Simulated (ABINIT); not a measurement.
# A GW chain in ABINIT: SnSe2 (P-3m1), part 2 of 2

Wanted: ground state, empty states, screening and self-energy for SnSe2 (P-3m1).

ABINIT 10.8.3; PBE and many-body steps on it, plane waves. Known limits of the many-body steps: not at the basis limit; screening head approximate; no spin-orbit coupling; coarse k mesh.

So far. Step 2 (Ground state): The gap is indirect, with the least direct gap 0.28 eV higher. Step 3 (Empty states on the mesh, 3×3×2 mesh, 114 bands): On this mesh the gap is 1.100 eV. The earlier step found 0.819 eV, so this mesh misses an edge.

### 4. Screening, 3×3×2 mesh, 104 bands, screening to 119.7 eV

The RPA dielectric matrix is built and inverted for each q.

This step: RPA screening on PBE, plane waves, norm-conserving pseudopotentials.

Contents of run.abi:

```
acell 3*1.0 Angstrom
rprim 
  3.810999999987 0.000000000003 0.000000000000
  -1.905499999996 3.300422813810 0.000000000000
  0.000000000000 0.000000000000 6.136000000000
ntypat 2
znucl 50 34
natom 3
typat 1 2 2
xred 
  0.000000000000 0.000000000000 0.000000000000
  0.333333333333 0.666666666667 0.249000000000
  0.666666666667 0.333333333333 0.751000000000
pp_dirpath "pseudos"
pseudos "Sn.upf, Se.upf"
ecut 48
ngkpt 3 3 2
nshiftk 1
shiftk 0 0 0
kptopt 1
chksymbreak 0
istwfk *1
occopt 1
irdwfk 1
optdriver 3
nband 104
ecuteps 4.4
inclvkb 0
awtr 1
symchi 1
indata_prefix "in"
outdata_prefix "out"
tmpdata_prefix "tmp"
```

Started as:

```
OMP_NUM_THREADS=1 mpirun -n 4 abinit run.abi > log
```

Numbers of over 12 decimals in the logs are rounded to 6 here.

The program printed:

```text
.Version 10.8.3 of ABINIT. v10.8.2 released Aug 2026.

 Symmetries : space group P-3 m 1 (#164); Bravais hP (primitive hexag.)
[... echo of the input left out ...]
== DATASET  1 ==================================================================
-   mpi_nproc: 4, omp_nthreads: 1 (-1 if OMP is not activated)

--- !DatasetInfo
iteration_state: {dtset: 1, }
dimensions: {natom: 3, nkpt: 6, mband: 104, nsppol: 1, nspinor: 1, nspden: 1, mpw: 8305, }
cutoff_energies: {ecut:  48.0, pawecutdg:  -1.0, }
electrons: {nelect:   7.00000000E+01, charge:   0.00000000E+00, occopt:   1.00000000E+00, tsmear:   1.00000000E-02, }

 SCREENING: Calculation of the susceptibility and dielectric matrices

 Based on a program developped by R.W. Godby, V. Olevano, G. Onida, and L. Reining.
 Incorporated in ABINIT by V. Olevano, G.-M. Rignanese, and M. Torrent.
.Using double precision arithmetic ; gwpc =  8

[... cell and pseudopotentials left out ...]
--------------------------------------------------------------------------------

 ==== K-mesh for the wavefunctions ====
 Number of points in the irreducible wedge :     6
[... list of points left out ...]
 Together with 12 symmetry operations and time-reversal symmetry
 yields    18 points in the full Brillouin Zone.

 ==== Q-mesh for the screening function ====
 Number of points in the irreducible wedge :     6
[... list of points left out ...]
 Together with 12 symmetry operations and time-reversal symmetry
 yields    18 points in the full Brillouin Zone.

 setmesh: FFT mesh size selected  =    25x   25x   48
          total number of points  =        30000

 vcoul_init : cutoff-mode = AUXILIARY_FUNCTION
 q-points for optical limit:   1
     1)      0.000010    0.000020    0.000030

- screening: taking advantage of time-reversal symmetry
- Maximum band index for partially occupied states nbvw = 35
- Remaining bands to be divided among processors   nbcw = 69
- Number of bands treated by each node ~17

 Number of electrons calculated from density =   70.0000; Expected =   70.0000
 average of density, n =  0.134403
 r_s =    1.2111
 omega_plasma =   35.3638 [eV]

 calculating chi0 at frequencies [eV] :
  1    0.000000E+00    0.000000E+00
  2    0.000000E+00    3.536384E+01

--------------------------------------------------------------------------------
  q-point number  1        q = ( 0.000000, 0.000000, 0.000000) [r.l.u.]
--------------------------------------------------------------------------------
[... chi0 elements left out ...]
 For q-point:  0.000010 0.000020 0.000030
  dielectric constant =  22.6852
  dielectric constant without local fields =  25.9938

  Average fulfillment of the sum rule on Im[epsilon] for q-point    1 :     30.59  [%]
[... wings left out ...]
  q-point number  2        q = ( 0.333333, 0.000000, 0.000000) [r.l.u.]
--------------------------------------------------------------------------------
[... chi0 elements left out ...]
  Average fulfillment of the sum rule on Im[epsilon] for q-point    2 :     33.45  [%]

 [... 4 further q-points ...]
```

Elapsed: 24 s, on 4 MPI ranks of Arm Neoverse V1, shared host; peak memory 1.1 GiB; 95 s of CPU time.

This step gave:

| Quantity | Value |
| --- | --- |
| ε∞ with local fields, on this mesh, along the program's q direction | 22.69 |
| the same without local fields | 25.99 |
| plasma frequency | 35.36 eV |
| plane waves in the screening matrix | 245 |

Local fields lower ε∞ by 13 %. On a Γ-centred mesh this coarse the value itself is usually too large, while a short band sum pulls it down.

### 5. Self-energy, 3×3×2 mesh, 104 bands, screening to 119.7 eV

The self-energy is evaluated for the states that the input lists, and the levels follow from it, in one-shot runs by the linearised quasiparticle equation.

This step: G0W0 on PBE, plane waves, norm-conserving pseudopotentials.

Changes to run.abi since step 4:

```diff
@@ -24,8 +24,15 @@
 irdwfk 1
-optdriver 3
+optdriver 4
 nband 104
+gwcalctyp 0
+ecutsigx 48
+symsigma 1
+nkptgw 1
+kptgw 
+  0.0000000000 0.0000000000 0.0000000000
+bdgw 
+  33 37
 ecuteps 4.4
-inclvkb 0
-awtr 1
-symchi 1
+irdscr 1
+ppmodel 1
 indata_prefix "in"
```

The program printed:

```text
.Version 10.8.3 of ABINIT. v10.8.2 released Aug 2026.

 Symmetries : space group P-3 m 1 (#164); Bravais hP (primitive hexag.)
[... echo of the input left out ...]
== DATASET  1 ==================================================================
-   mpi_nproc: 4, omp_nthreads: 1 (-1 if OMP is not activated)

--- !DatasetInfo
iteration_state: {dtset: 1, }
dimensions: {natom: 3, nkpt: 6, mband: 104, nsppol: 1, nspinor: 1, nspden: 1, mpw: 8305, }
cutoff_energies: {ecut:  48.0, pawecutdg:  -1.0, }
electrons: {nelect:   7.00000000E+01, charge:   0.00000000E+00, occopt:   1.00000000E+00, tsmear:   1.00000000E-02, }

 SIGMA: Calculation of the GW corrections

 Based on a program developped by R.W. Godby, V. Olevano, G. Onida, and L. Reining.
 Incorporated in ABINIT by V. Olevano, G.-M. Rignanese, and M. Torrent.
.Using double precision arithmetic ; gwpc =  8

[... cell and pseudopotentials left out ...]
--------------------------------------------------------------------------------

 ==== K-mesh for the wavefunctions ====
 Number of points in the irreducible wedge :     6
[... list of points left out ...]
 Together with 12 symmetry operations and time-reversal symmetry
 yields    18 points in the full Brillouin Zone.

 ==== Q-mesh for screening function ====
 Number of points in the irreducible wedge :     6
[... list of points left out ...]
 Together with 12 symmetry operations and time-reversal symmetry
 yields    18 points in the full Brillouin Zone.

 vcoul_init : cutoff-mode = AUXILIARY_FUNCTION
 q-points for optical limit:   1
     1)      0.000010    0.000020    0.000030
 setmesh: FFT mesh size selected  =    40x   40x   75
          total number of points  =       120000

 Number of electrons calculated from density =   70.0000; Expected =   70.0000
 average of density, n =  0.134403
 r_s =    1.2111
 omega_plasma =   35.3638 [eV]

 === KS Band Gaps ===
  >>>> For spin  1
   Minimum direct gap =   1.0998 [eV], located at k-point      :   0.0000  0.0000  0.0000
   Fundamental gap    =   1.0998 [eV], Top of valence bands at :   0.0000  0.0000  0.0000
                                       Bottom of conduction at :   0.0000  0.0000  0.0000
 SIGMA fundamental parameters:
 PLASMON POLE MODEL  1
 number of plane-waves for SigmaX                 8305
 number of plane-waves for SigmaC and W            245
 number of plane-waves for wavefunctions          8305
 number of bands                                   104
 number of independent spin polarizations            1
 number of spinorial components                      1
 number of k-points in IBZ                           6
 number of q-points in IBZ                           6
 number of symmetry operations                      12
 number of k-points in BZ                           18
 number of q-points in BZ                           18
 number of frequencies for dSigma/dE                 9
 frequency step for dSigma/dE [eV]                0.25
 number of omega for Sigma on real axis              0
 max omega for Sigma on real axis  [eV]           0.00
 zcut for avoiding poles [eV]                     0.10

 EPSILON^-1 parameters (SCR file):
 dimension of the eps^-1 matrix on file            245
 dimension of the eps^-1 matrix used               245
 number of plane-waves for wavefunctions          8305
 number of bands                                   104
 number of q-points in IBZ                           6
 number of frequencies                               2
 number of real frequencies                          1
 number of imag frequencies                          1

 matrix elements of self-energy operator (all in [eV])

 Perturbative Calculation

--- !SelfEnergy_ee
iteration_state: {dtset: 1, }
kpoint     : [   0.000,    0.000,    0.000, ]
spin       : 1
KS_gap     :    1.100
QP_gap     :    1.651
Delta_QP_KS:    0.551
data: !SigmaeeData |
     Band     E0 <VxcDFT>   SigX SigC(E0)      Z dSigC/dE  Sig(E)    E-E0       E
       33   5.249 -14.622 -16.811   2.235   0.792  -0.263 -14.586   0.036   5.285
       34   5.249 -14.622 -16.811   2.235   0.792  -0.263 -14.586   0.036   5.285
       35   5.637 -14.683 -16.739   2.122   0.794  -0.259 -14.630   0.053   5.689
       36   6.737 -13.871 -10.050  -3.078   0.812  -0.231 -13.267   0.604   7.341
       37   8.603 -11.502  -7.047  -3.926   0.817  -0.224 -11.070   0.432   9.035

== END DATASET(S) ==============================================================
================================================================================

 -outvars: echo values of variables after computation  --------
           etotal      0.0000000000E+00
            nband         104
             nkpt           6
          spgroup         164
 [... the other variables as echoed above ...]

 Calculation completed.
```

Wall time 6.7 s (4 MPI ranks); peak memory 1.1 GiB; 26 s of CPU time.

Numbers from this step:

```yaml
g0w0_gap_on_the_points_computed: 1.652 eV
starting_gap_on_the_mesh: 1.100 eV
k_of_the_valence_top: 0, 0, 0
k_of_the_conduction_bottom: 0, 0, 0
z_at_the_valence_top: 0.794
z_at_the_conduction_bottom: 0.812
least_direct_g0w0_gap_on_the_computed_points: 1.652 eV
```

The gap on the mesh goes from 1.10 eV to 1.65 eV, a correction of +0.55 eV. The start differs from the 0.82 eV found before because the two sample other k points.

Limits: finite bands, cutoff and mesh; screening head approximate; no spin-orbit coupling; coarse k mesh. v1 is the top filled band, c1 the lowest empty one. Levels before and after the correction, in eV, zero at the valence-band top of each column:

|  | conduction bottom | valence top |
| --- | --- | --- |
| Kohn-Sham | 1.10 | 0.00 |
| G0W0 | 1.65 | 0.00 |

|  | level | energy (eV) |
| --- | --- | --- |
| Kohn-Sham | Γ v3-v2 | -0.387 |
| Kohn-Sham | Γ v1 | 0.000 |
| Kohn-Sham | Γ c1 | 1.100 |
| Kohn-Sham | Γ c2 | 2.966 |
| G0W0 | Γ v3-v2 | -0.404 |
| G0W0 | Γ v1 | 0.000 |
| G0W0 | Γ c1 | 1.652 |
| G0W0 | Γ c2 | 3.346 |

### 6. Where the time went

Times are wall times on 4 MPI ranks of Arm Neoverse V1, shared host, good to a factor of about two.

| step | time | share | memory (GiB) |
| --- | --- | --- | --- |
| ground state | 86 s | 51 % | 0.56 |
| empty states on the mesh | 51 s | 30 % | 0.41 |
| screening | 24 s | 14 % | 1.1 |
| self-energy | 6.7 s | 4 % | 1.1 |

### 7. Results

```
PBE gap                              : 0.82 eV, indirect
G0W0 gap on the mesh                 : 1.65 eV
G0W0 gap over the zone (rigid shift) : 1.37 eV
GW settings                          : 3×3×2 mesh, 104 bands, screening to 119.7 eV, Godby-Needs plasmon pole
known limits                         : not at the basis limit; screening head approximate; no spin-orbit coupling; coarse k mesh
```

In words: G0W0 moves the gap on the mesh from 1.10 eV to 1.65 eV (+0.55 eV), with Z of 0.79 and 0.81 at the edges. The mesh misses the band edges by 0.28 eV in all; a rigid shift gives 1.37 eV for the zone. Local fields lower the RPA ε∞ on this mesh from 25.99 to 22.69; a Γ-centred mesh this coarse tends to raise both, most where the direct gap is narrow, while a short band sum lowers them. Only 1 of the mesh's irreducible points was corrected, so a valley elsewhere could overtake. The dearest step here is «ground state». Against experiment, by G0W0@PBE: the gap of 1.37 eV lies +0.16 eV from the measured 1.21 ± 0.04 eV (electronic, 77.6 K, 2018); the gap of 1.37 eV lies +0.37 eV from the measured 1 eV (indirect, quoted 2018); the gap of 1.37 eV lies +0.16 eV from the measured 1.207 eV (exciton, 300 K, 2021). An exciton line or allowed optical edge lies below the quasiparticle gap by the binding energy; a forbidden edge can push the onset above it. The calculation has static nuclei and no excitons; a measured gap holds zero-point and thermal motion, which mostly lowers it. Bands and cutoff are finite, so the gap is not at the basis limit. The miss can reach some tenths of an eV and take either sign; the mesh is an error of its own. In the G0W0 run levels were corrected at 1 k point alone, so a gap called «on the mesh» is the least over those, and an edge elsewhere would be missed. A denser mesh or path gives a starting gap of 0.82 eV: the GW mesh misses a band edge, so its gaps are not the fundamental one. The 3×3×2 mesh is coarse for this cell, which bears on the long-range parts of exchange and screening. The long-wavelength limit of the screening leaves out the non-local commutator, which shifts ε∞. The many-body steps are scalar-relativistic: spin-orbit coupling is not in them.

[Paths, hosts, dates, memory and timing lines, banners, echoed tables and standing remarks are left out of the program output.]

[Logs are printed without paths, hosts, clocks, repeated set-up lines and the standing remarks that a program may print on its own settings, such as how far it seeks lower states.]

[Runs of the session that timed out or met a known fault of the program may be left out.]

[Hosts, paths, dates, database ids (printed as entryN), source tags and the programs' standing remarks are cut or masked in the printed files.]

[G0W0 gaps are taken among the corrected bands and points alone; a level outside them can change the order at an edge.]

[Where Ansatz stands beside ABINIT at settings called matched, ABINIT's density can come from a denser mesh and the files from another edition; pairs whose starting gaps differed by over 0.03 eV were left out, so agreement reads better than it is.]
